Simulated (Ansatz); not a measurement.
# CH on Ta(110), longbridge start, 2x2 cell: work function, bands and core levels, part 4 of 4

Aim: how the adsorbate changes the work function, the valence spectrum and the core levels in CH on Ta(110), longbridge start, 2x2 cell. Spin–orbit coupling is left out of the bands throughout.

Ansatz 0.2.0; DFT, PBE, plane-wave PAW, default files, scalar-relativistic.

So far, work function, upper face (eV): step 2 (the clean face) 4.79; step 3 (relaxing the atoms) 4.35; step 4 (bands by layer) 4.35.

## Step 5: Z+1 stand-in on atom 4

System of this step: Ta15HWC. The cell holds 18 atoms: 1 H, 1 C, 15 Ta and 1 W. Cell: a = 6.620 Å, b = 5.733 Å, c = 24.122 Å, α = 90.0°, β = 90.0°, γ = 54.7°. It derives from Ta. Regions: ad, 2 atoms (1 H and 1 C); L1, 4 atoms (3 Ta and 1 W); L2, 4 atoms (4 Ta); L3, 4 atoms (4 Ta); rest, 4 atoms (4 Ta). Vacuum lies along c.

An atom with a screened core hole acts much like the next element, so total energies with that element on different sites give core-level shifts.

File input.yaml:

```yaml
crystal:
  lattice:
    - [6.62, 0.0, 0.0]
    - [3.31, 4.6810468915, 0.0]
    - [0.0, 0.0, 24.1215703372]
  atoms:
    - { symbol: H, position: [0.2487199273, 0.0, 0.6967382563] }
    - { symbol: C, position: [0.2504623226, 0.0, 0.6508480217] }
    - { symbol: Ta, position: [-0.0112001371, 0.0, 0.6001602092] }
    - { symbol: W, position: [0.511436079, 0.0, 0.600248971] }
    - { symbol: Ta, position: [0.0132494731, 0.4738070962, 0.6001563389] }
    - { symbol: Ta, position: [0.4870565694, 0.5261929038, 0.6001563389] }
    - { symbol: Ta, position: [0.7500440793, 0.4999477729, 0.5053785471] }
    - { symbol: Ta, position: [0.2499918522, 0.5000522271, 0.5053785471] }
    - { symbol: Ta, position: [0.7500376521, 0.0, 0.5038131192] }
    - { symbol: Ta, position: [0.2500493908, 0.0, 0.5047588916] }
    - { symbol: Ta, position: [0.0, 0.0, 0.407955341] }
    - { symbol: Ta, position: [0.5, 0.0, 0.407955341] }
    - { symbol: Ta, position: [0.0, 0.5, 0.407955341] }
    - { symbol: Ta, position: [0.5, 0.5, 0.407955341] }
    - { symbol: Ta, position: [0.75, 0.5, 0.310925031] }
    - { symbol: Ta, position: [0.25, 0.5, 0.310925031] }
    - { symbol: Ta, position: [0.75, 0.0, 0.310925031] }
    - { symbol: Ta, position: [0.25, 0.0, 0.310925031] }
kpoints:
  mp_grid: { grid: [8, 8, 1] }
scf:
  occupations: { method: fermi_dirac, width: 0.05 }
  n_extra_bands: 16
hamiltonian:
  xc: pbe
  pseudopotentials: { kind: paw }
output:
  forces: true
  write_potential: true
  volumetric_format: []
efield:
  axis: 3
  dipole_correction: true
```

On the command line:

```sh
> ansatz run input.yaml --threads 8 --pin off --max-ram 20480MiB --backend cpu --events-out ev --progress --plain --runs-dir out
```

Numbers of over 12 decimals in the logs are rounded to 6 here.

The log of the run:

```text
[...]
Crystal: 18 atoms, lattice volume = 747.492 Å³
Basis set: ecut = 420 eV, 14665 PW (Γ), exchange–correlation on 90×80×324 points (8 copies of the dense FFT grid, shifted against one another)
Bands: 123, of which v1, the nominal top of the filled ones, is band 107 counted from 1 (106 counted from 0)
Symmetry: 2 space group operations
[...]
k-points: 21 of 64 (time reversal used)
[...]
SCF iter   1: F=—  HF=-159627.152231 eV  |F-HF|=—  |Δ(HF+E_count)|=         —  Δρ=5.71e-3  dr2=4.25e0  ethr=1.77e-3  p=0.078 e·Å  D=1.88e-2 V/Å  ΔV_dip=-0.45 eV  dr2_dipole=1.70e-2  V_vac-E_F(+/−)=4.55/5.01 eV  ⟨swp⟩=10.1  Hψ=12832  notcnv=0  defer=15
[...]
SCF iter   9: F=-159627.007761 eV  HF=-159627.007761 eV  |F-HF|=1.17e-8  |Δ(HF+E_count)|=   1.53e-7  Δρ=8.29e-7  dr2=1.12e-8  ethr=4.67e-11  p=0.071 e·Å  D=1.71e-2 V/Å  ΔV_dip=-0.41 eV  dr2_dipole=1.19e-9  V_vac-E_F(+/−)=4.41/4.82 eV  ⟨swp⟩=24.7  Hψ=22784  notcnv=0
SCF 1 converged in 9 iterations: F = -159627.007761 eV  dr2 = 1.12e-8
[...]
SCF converged after 9 iterations
Free energy (F): -159627.007761 eV
[...]
Internal energy: -159626.816404 eV  (E = F + TS)
E sigma→0 (E₀):  -159626.912083 eV
Entropy (-TS):   -0.191357 eV (-10.631 meV/atom)
Fermi energy:    4.673485 eV
Dipole field:    D = 0.017072 V/Å  (p = 0.070523 e·Å, saw-weighted, corrected)
Work function:   Φ+ = 4.4068 eV   Φ− = 4.8186 eV
[...]
--- Forces (eV/Å), atoms counted from 1 ---
  atom   1  H      0.10795198     0.00000000    -0.05021143
  atom   2  C      0.37130651     0.00000000    -0.32433091
  atom   3  Ta    -0.15154020     0.00000000    -0.05391017
  atom   4  W     -0.40546879     0.00000000    -0.44690089
  atom   5  Ta    -0.04547627     0.11268530     0.16748757
  atom   6  Ta    -0.04547627    -0.11268530     0.16748757
  atom   7  Ta     0.08149083    -0.07908782    -0.06158453
  atom   8  Ta     0.08149083     0.07908782    -0.06158453
  atom   9  Ta    -0.18698108     0.00000000     0.34995944
  atom  10  Ta     0.24212520     0.00000000     0.31140358
  atom  11  Ta    -0.05850067     0.00000000    -0.50715267
  atom  12  Ta     0.01594345     0.00000000    -0.49144489
  atom  13  Ta    -0.00936110    -0.02404922    -0.37712967
  atom  14  Ta    -0.00936110     0.02404922    -0.37712967
  atom  15  Ta     0.00573701     0.00133992     0.44331830
  atom  16  Ta     0.00573701    -0.00133992     0.44331830
  atom  17  Ta     0.01672470     0.00000000     0.37080455
  atom  18  Ta    -0.01633184     0.00000000     0.49766493
  max |Σ_I F_I| component: 6.49e-5 eV/Å
--- Band table (eV; the first three rows and the last of 21) ---
  k-point 0: bands = [... 103 lower, 4.7404, 4.8597, 5.0498, 5.1617, 5.2216, 5.2356, 5.7829, 5.8420, ... 12 higher]
  k-point 1: bands = [... 103 lower, 4.7182, 4.8190, 4.9971, 5.1921, 5.2298, 5.2525, 5.4760, 5.5839, ... 12 higher]
  k-point 2: bands = [... 103 lower, 4.5922, 4.8333, 4.8746, 4.9473, 5.0216, 5.1907, 5.2042, 5.2673, ... 12 higher]
  k-point 20: bands = [... 103 lower, 4.0554, 4.1486, 4.2083, 4.2705, 4.2911, 4.3777, 4.6114, 4.7080, ... 12 higher]
```

It took 44 s on 8 threads of Arm Neoverse V2, shared host; peak memory 4 GiB; 5.8 min of CPU time.

Numbers from this step:

| Item | Value |
| --- | --- |
| free energy | -159627.0078 eV |
| energy at zero smearing | -159626.9121 eV |
| smearing term TS | 0.1914 eV |
| Fermi energy | 4.673 eV |

## Step 6: Z+1 stand-in on atom 5

System of this step: Ta15HWC. The cell holds 18 atoms: 1 H, 1 C, 15 Ta and 1 W. Cell: a = 6.620 Å, b = 5.733 Å, c = 24.122 Å, α = 90.0°, β = 90.0°, γ = 54.7°. It derives from Ta. Regions: ad, 2 atoms (1 H and 1 C); L1, 4 atoms (3 Ta and 1 W); L2, 4 atoms (4 Ta); L3, 4 atoms (4 Ta); rest, 4 atoms (4 Ta). Vacuum lies along c.

The same swap on atom 5.

input.yaml, as its differences from that of step 5:

```diff
@@ -9,4 +9,4 @@
     - { symbol: Ta, position: [-0.0112001371, 0.0, 0.6001602092] }
-    - { symbol: W, position: [0.511436079, 0.0, 0.600248971] }
-    - { symbol: Ta, position: [0.0132494731, 0.4738070962, 0.6001563389] }
+    - { symbol: Ta, position: [0.511436079, 0.0, 0.600248971] }
+    - { symbol: W, position: [0.0132494731, 0.4738070962, 0.6001563389] }
     - { symbol: Ta, position: [0.4870565694, 0.5261929038, 0.6001563389] }
```

The log of the run:

```text
[...]
Crystal: 18 atoms, lattice volume = 747.492 Å³
Basis set: ecut = 420 eV, 14665 PW (Γ), exchange–correlation on 90×80×324 points (8 copies of the dense FFT grid, shifted against one another)
Bands: 123, of which v1, the nominal top of the filled ones, is band 107 counted from 1 (106 counted from 0)
Symmetry: 1 space group operations
[...]
k-point 0: bands = [... 103 lower, 4.7391, 4.8524, 5.0369, 5.1534, 5.1609, 5.2185, 5.7878, 5.8307, ... 12 higher]
  k-point 1: bands = [... 103 lower, 4.7006, 4.8208, 4.9916, 5.1344, 5.2147, 5.2195, 5.4747, 5.5755, ... 12 higher]
  k-point 2: bands = [... 103 lower, 4.5770, 4.8284, 4.8640, 4.9339, 4.9937, 5.1510, 5.1850, 5.2034, ... 12 higher]
  k-point 33: bands = [... 103 lower, 4.2347, 4.2594, 4.3127, 4.3294, 4.3376, 4.3889, 4.6501, 4.8026, ... 12 higher]
[key lines of the parts left out:]
SCF converged after 9 iterations
Free energy (F): -159626.786854 eV
Fermi energy:    4.662518 eV
Dipole field:    D = 0.016253 V/Å  (p = 0.067138 e·Å, saw-weighted, corrected)
Work function:   Φ+ = 4.4271 eV   Φ− = 4.8191 eV
```

Elapsed: 79 s, on 8 threads; peak memory 4.7 GiB.

Numbers from this step:

```yaml
free_energy: -159626.7869 eV
energy_at_zero_smearing: -159626.6925 eV
smearing_term_ts: 0.1887 eV
fermi_energy: 4.663 eV
symmetry_operations: 1
```

## Step 7: Z+1 stand-in on atom 11

System of this step: Ta15HWC. The cell holds 18 atoms: 1 H, 1 C, 15 Ta and 1 W. Cell: a = 6.620 Å, b = 5.733 Å, c = 24.122 Å, α = 90.0°, β = 90.0°, γ = 54.7°. It derives from Ta. Regions: ad, 2 atoms (1 H and 1 C); L1, 4 atoms (4 Ta); L2, 4 atoms (4 Ta); L3, 4 atoms (1 W and 3 Ta); rest, 4 atoms (4 Ta). Vacuum lies along c.

The same swap on atom 11.

input.yaml, as its differences from that of step 6:

```diff
@@ -10,3 +10,3 @@
     - { symbol: Ta, position: [0.511436079, 0.0, 0.600248971] }
-    - { symbol: W, position: [0.0132494731, 0.4738070962, 0.6001563389] }
+    - { symbol: Ta, position: [0.0132494731, 0.4738070962, 0.6001563389] }
     - { symbol: Ta, position: [0.4870565694, 0.5261929038, 0.6001563389] }
@@ -16,3 +16,3 @@
     - { symbol: Ta, position: [0.2500493908, 0.0, 0.5047588916] }
-    - { symbol: Ta, position: [0.0, 0.0, 0.407955341] }
+    - { symbol: W, position: [0.0, 0.0, 0.407955341] }
     - { symbol: Ta, position: [0.5, 0.0, 0.407955341] }
```

The log of the run:

```text
[...]
Crystal: 18 atoms, lattice volume = 747.492 Å³
Basis set: ecut = 420 eV, 14665 PW (Γ), exchange–correlation on 90×80×324 points (8 copies of the dense FFT grid, shifted against one another)
Bands: 123, of which v1, the nominal top of the filled ones, is band 107 counted from 1 (106 counted from 0)
Symmetry: 2 space group operations
[...]
k-point 0: bands = [... 103 lower, 4.7843, 4.8446, 5.0099, 5.1366, 5.2207, 5.2531, 5.7482, 5.8538, ... 12 higher]
  k-point 1: bands = [... 103 lower, 4.7086, 4.8486, 4.9795, 5.1631, 5.2233, 5.2520, 5.4867, 5.6014, ... 12 higher]
  k-point 2: bands = [... 103 lower, 4.5726, 4.8683, 4.8907, 4.9732, 5.0754, 5.1901, 5.2288, 5.2522, ... 12 higher]
  k-point 20: bands = [... 103 lower, 4.0703, 4.1956, 4.2250, 4.2725, 4.3194, 4.4365, 4.6336, 4.7407, ... 12 higher]
[key lines of the parts left out:]
SCF converged after 8 iterations
Free energy (F): -159627.145158 eV
Fermi energy:    4.699949 eV
Dipole field:    D = 0.018746 V/Å  (p = 0.077438 e·Å, saw-weighted, corrected)
Work function:   Φ+ = 4.3542 eV   Φ− = 4.8063 eV
```

It took 38 s on 8 threads; peak memory 4 GiB; 5 min of CPU time.

This step gave:

| Item | Value |
| --- | --- |
| free energy | -159627.1452 eV |
| energy at zero smearing | -159627.0509 eV |
| smearing term TS | 0.1885 eV |
| Fermi energy | 4.700 eV |
| symmetry operations | 2 |

## Step 8: Shifts from the Z+1 runs

An atom with a screened core hole acts like the next element, so the difference of two such total energies is the shift between the two sites; positive is more bound. Shifts count from the last listed atom of each element.

```csv
atom,region,replaced by,shell meant,free energy (eV),shift (eV)
Ta4,layer 1,W,4f,-159627.008,+0.14
Ta5,layer 1,W,4f,-159626.787,+0.36
Ta11,layer 3,W,4f,-159627.145,+0.00
```

The stand-in's nearest image is 5.7 Å away. The method gives no absolute levels and the same shift for every shell of an atom.

## Step 9: Other settings: crystal.symmetry = {"detect": false}

This step: DFT, PBE, plane-wave PAW, default files, scalar-relativistic; changed: crystal.symmetry = {"detect": false} (Ansatz 0.2.0).

System of this step: Ta16HC. The cell holds 18 atoms: 1 H, 1 C and 16 Ta. Its edges and angles: a = 6.620 Å, b = 5.733 Å, c = 24.122 Å, α = 90.0°, β = 90.0°, γ = 54.7°. It derives from Ta. How the cell was made: adsorbate; added: CH; site: longbridge; coverage 0.25 monolayer; cell: 2x2; on one face. Regions: ad, 2 atoms (1 H and 1 C); L1, 4 atoms (4 Ta); L2, 4 atoms (4 Ta); L3, 4 atoms (4 Ta); rest, 4 atoms (4 Ta). Vacuum lies along c.

Some settings are changed to see whether the read-outs move.

input.yaml, as its differences from that of step 7:

```diff
@@ -16,3 +16,3 @@
     - { symbol: Ta, position: [0.2500493908, 0.0, 0.5047588916] }
-    - { symbol: W, position: [0.0, 0.0, 0.407955341] }
+    - { symbol: Ta, position: [0.0, 0.0, 0.407955341] }
     - { symbol: Ta, position: [0.5, 0.0, 0.407955341] }
@@ -24,2 +24,3 @@
     - { symbol: Ta, position: [0.25, 0.0, 0.310925031] }
+  symmetry: { detect: false }
 kpoints:
@@ -28,3 +29,3 @@
   occupations: { method: fermi_dirac, width: 0.05 }
-  n_extra_bands: 16
+  n_extra_bands: 21
 hamiltonian:
@@ -36,2 +37,13 @@
   volumetric_format: []
+  dos:
+    projected:
+      site_lists:
+        adsorbate: [0, 1]
+        layer_1: [2, 3, 4, 5]
+        layer_2: [6, 7, 8, 9]
+        layer_3: [10, 11, 12, 13]
+        other_layers: [14, 15, 16, 17]
+    de: 0.05
+    e_range: [-30, 12]
+    method: { smearing: { sigma: 0.15, scheme: gaussian } }
 efield:
```

The log of the run:

```text
[...]
Crystal: 18 atoms, lattice volume = 747.492 Å³
Basis set: ecut = 420 eV, 14665 PW (Γ), exchange–correlation on 90×80×324 points (8 copies of the dense FFT grid, shifted against one another)
Bands: 128, of which v1, the nominal top of the filled ones, is band 107 counted from 1 (106 counted from 0)
Symmetry: 1 space group operations
k-points: 34 of 64 (time reversal used)
[...]
SCF iter   1: F=—  HF=-159174.632788 eV  |F-HF|=—  |Δ(HF+E_count)|=         —  Δρ=5.14e-3  dr2=4.21e0  ethr=1.77e-3  p=0.114 e·Å  D=2.76e-2 V/Å  ΔV_dip=-0.67 eV  dr2_dipole=9.11e-1  V_vac-E_F(+/−)=4.37/5.04 eV  ⟨swp⟩=9.2  Hψ=20787  notcnv=0  defer=106
[...]
SCF iter   9: F=-159174.528004 eV  HF=-159174.528004 eV  |F-HF|=7.86e-10  |Δ(HF+E_count)|=   1.48e-7  Δρ=7.75e-7  dr2=1.43e-8  ethr=4.69e-11  p=0.080 e·Å  D=1.94e-2 V/Å  ΔV_dip=-0.47 eV  dr2_dipole=2.21e-9  V_vac-E_F(+/−)=4.35/4.82 eV  ⟨swp⟩=11.1  Hψ=31106  notcnv=0
SCF 1 converged in 9 iterations: F = -159174.528004 eV  dr2 = 1.43e-8
[...]
SCF converged after 9 iterations
Free energy (F): -159174.528004 eV
[...]
Internal energy: -159174.330066 eV  (E = F + TS)
E sigma→0 (E₀):  -159174.429035 eV
Entropy (-TS):   -0.197938 eV (-10.997 meV/atom)
Fermi energy:    4.692157 eV
Dipole field:    D = 0.019369 V/Å  (p = 0.080011 e·Å, saw-weighted, corrected)
Work function:   Φ+ = 4.3506 eV   Φ− = 4.8178 eV
[...]
--- Forces (eV/Å), atoms counted from 1 ---
  atom   1  H      0.00670067     0.00000003    -0.00888458
  atom   2  C     -0.02813789     0.00000178    -0.01124581
  atom   3  Ta     0.00686747    -0.00000354     0.05540324
  atom   4  Ta     0.01252212     0.00000755     0.04216082
  atom   5  Ta    -0.00100340     0.00819923    -0.01646244
  atom   6  Ta    -0.00102097    -0.00820321    -0.01646372
  atom   7  Ta     0.00173542     0.00410484     0.03698616
  atom   8  Ta     0.00174024    -0.00410790     0.03699230
  atom   9  Ta     0.00017702     0.00000353    -0.01091456
  atom  10  Ta    -0.00069300    -0.00000044    -0.04293089
  atom  11  Ta    -0.02793673     0.00000278    -0.53089441
  atom  12  Ta     0.03061975     0.00000079    -0.52958935
  atom  13  Ta    -0.00056676    -0.02159931    -0.39528420
  atom  14  Ta    -0.00056447     0.02159569    -0.39528099
  atom  15  Ta     0.00026955     0.00084873     0.45743863
  atom  16  Ta     0.00026901    -0.00084728     0.45743844
  atom  17  Ta    -0.00001547    -0.00000079     0.37364764
  atom  18  Ta    -0.00096215    -0.00000062     0.49795134
  max |Σ_I F_I| component: 6.76e-5 eV/Å
--- Band table (eV; the first three rows and the last of 34) ---
  k-point 0: bands = [... 103 lower, 4.8169, 4.9126, 5.0951, 5.1947, 5.2749, 5.2915, 5.8442, 5.8888, ... 17 higher]
  k-point 1: bands = [... 103 lower, 4.7582, 4.9124, 5.0300, 5.2382, 5.2896, 5.2990, 5.5331, 5.6160, ... 17 higher]
  k-point 2: bands = [... 103 lower, 4.6318, 4.9179, 4.9247, 5.0024, 5.1101, 5.2309, 5.2584, 5.3084, ... 17 higher]
  k-point 33: bands = [... 103 lower, 4.3030, 4.3231, 4.3741, 4.3769, 4.3892, 4.4622, 4.7241, 4.8390, ... 17 higher]
```

The job ended after 75 s (8 threads; peak memory 4.7 GiB; 9.7 min of CPU time).

Numbers from this step:

- free energy: -159174.5280 eV
- energy at zero smearing: -159174.4290 eV
- smearing term TS: 0.1979 eV
- Fermi energy: 4.692 eV
- symmetry operations: 1

The DOS has structure finer than the step of the table below, so its rows give means over 1 eV, whole bins alone (the curve runs from -12.9 to 1.93 eV). Peaks (eV: height): total -10.9: 6.92, -2.9: 17.0, -1.4: 29.2; Ta 5d -2.9: 13.4, -1.4: 27.7; Ta 6s -10.9: 0.699, -4.3: 3.83, -3.7: 3.85, -0.2: 2.55; Ta 6p* -0.1: 1.75, 1.0: 1.44; C 2p -5.4: 1.06, -3.0: 0.732, -2.1: 1.28, 0.0: 0.471.

* holds the states left over by the projection beside any projected weight of its own. DOS against E, zero at the Fermi level; means over each step; values in states/eV/cell:

```csv
E (eV),total,Ta 5d,Ta 6s,Ta 6p*,C 2p,C 2s,H 1s
-12,0,0,0,0,0,0,0
-11,2.00,0.217,0.203,0.0449,0.0221,1.12,0.386
-10,0.00238,2.6e-4,2.3e-4,5.5e-5,2.8e-5,0.00134,4.6e-4
-9,0,0,0,0,0,0,0
-8,0.0167,1.1e-4,0.0157,1.7e-4,3.4e-4,1.3e-4,2.5e-4
-7,0.845,0.0141,0.773,0.0154,0.0254,0.00398,0.0134
-6,2.47,0.241,1.61,0.0674,0.404,0.00301,0.139
-5,4.13,1.00,2.28,0.120,0.571,0.0174,0.145
-4,9.54,5.34,3.49,0.198,0.477,0.0143,0.0203
-3,14.1,10.9,2.31,0.291,0.650,0.0118,0.0161
-2,12.9,11.1,0.643,0.312,0.801,0.0238,0.0321
-1,25.8,23.5,1.06,0.831,0.304,0.0288,0.0322
0,22.1,18.3,1.97,1.45,0.349,0.0269,0.0233
1,10.1,8.21,0.641,1.12,0.108,0.00450,0.00799
```

Maxima picked by a test of local sharpness, so broad peaks and shoulders can be missing; peaks within 0.45 eV of a curve's cut are left out. Valence peaks, by row:

```csv
photon energy (eV),binding energy (eV),height (% of the maximum within 13 eV),main shell,its share (%)
21.2,5.3,9.918,Ta 5d,48.14
21.2,2.85,50.12,Ta 5d,91.91
21.2,1.2,100,Ta 5d,97.9
40.8,10.9,17.7,C 2s,70.76
40.8,5.35,18.61,C 2p,61.98
40.8,2.8,53.06,Ta 5d,79.9
40.8,1.15,100,Ta 5d,94.74
1487,2.9,49.08,Ta 5d,96.22
1487,1.2,100,Ta 5d,99.1
9252,2.95,54.44,Ta 5d,84.31
9252,1.2,100,Ta 5d,96.46
9252,0.5,95.53,Ta 5d,91.45
```

Spectra as before, but with a recipe of its own (widths, and in some runs the light), which changes peak heights and what is resolved: Gaussian 0.45 eV, Lorentzian 0.05 eV plus 0.03 times the binding energy, unpolarised light, analyser at 60°, emission 60° from the normal, Fermi edge at 300 K; some photon energies differ too.

The work function move by 0.00 eV at most against the base run, and the converged energy is the same to the last digits.

## Step 10: What came out

| Property | Result |
| --- | --- |
| work function | 4.35 eV (other face 4.82 eV) |
| change from the clean face | -0.44 eV |
| Ta 5d centre of the filled part above −10 eV, from the plotted curve, layer 1 | -1.68 eV |
| Ta 5d centre of the filled part above −10 eV, from the plotted curve, layer 3 | -1.78 eV |
| Ta core shifts among the listed atoms, from the last listed one | +0.00 to +0.36 eV |

What this shows: The Fermi level of CH on Ta(110), longbridge start, 2x2 cell lies 4.35 eV (other face 4.82 eV) below the vacuum, a change of -0.44 eV from the clean face. Only the strongest levels a point were stored, too few to count surface states. After relaxation C2 stands 1.22 Å above the top layer, bonded to 4 Ta atoms at 2.12 to 2.53 Å. The bare lower face differs from the lower face of the clean 1×1 slab by 0.04 eV, a measure of the error from mesh and slab. Core shifts by the Z+1 route: Ta +0.00 to +0.36 eV. Among the sites run, the most bound Ta 4f level is that of Ta5 (layer 1), bonded to 10 Ta and 1 C; the least bound, 0.36 eV shallower, that of Ta11 (layer 3), bonded to 14 Ta. At 21.2 eV the valence spectrum has its highest listed peak within 10.8 eV at 1.1 eV (Ta 5d). At 1486.7 eV the valence spectrum has its highest listed peaks within 12.5 eV at 1.1 eV (Ta 5d) and 2.8 eV (Ta 5d). The shell named is the one with most of the intensity, cross sections included, not always the one with most states there. Spin–orbit coupling is left out, which matters for the heavy atoms here. The slab's own atoms span 7.0 Å, so bulk bands appear as a few quantum-well levels, and states of the two faces can mix.

[Logs are printed without paths, hosts, clocks, repeated set-up lines and the standing remarks that a program may print on its own settings, such as how far it seeks lower states.]

[Hosts, paths, dates, database ids (printed as entryN), source tags and the programs' standing remarks are cut or masked in the printed files.]

[Maps of the electrostatic potential energy from Ansatz leave out the sawtooth potential of an applied field or a dipole correction, so their vacuum need not be flat; work functions include it.]
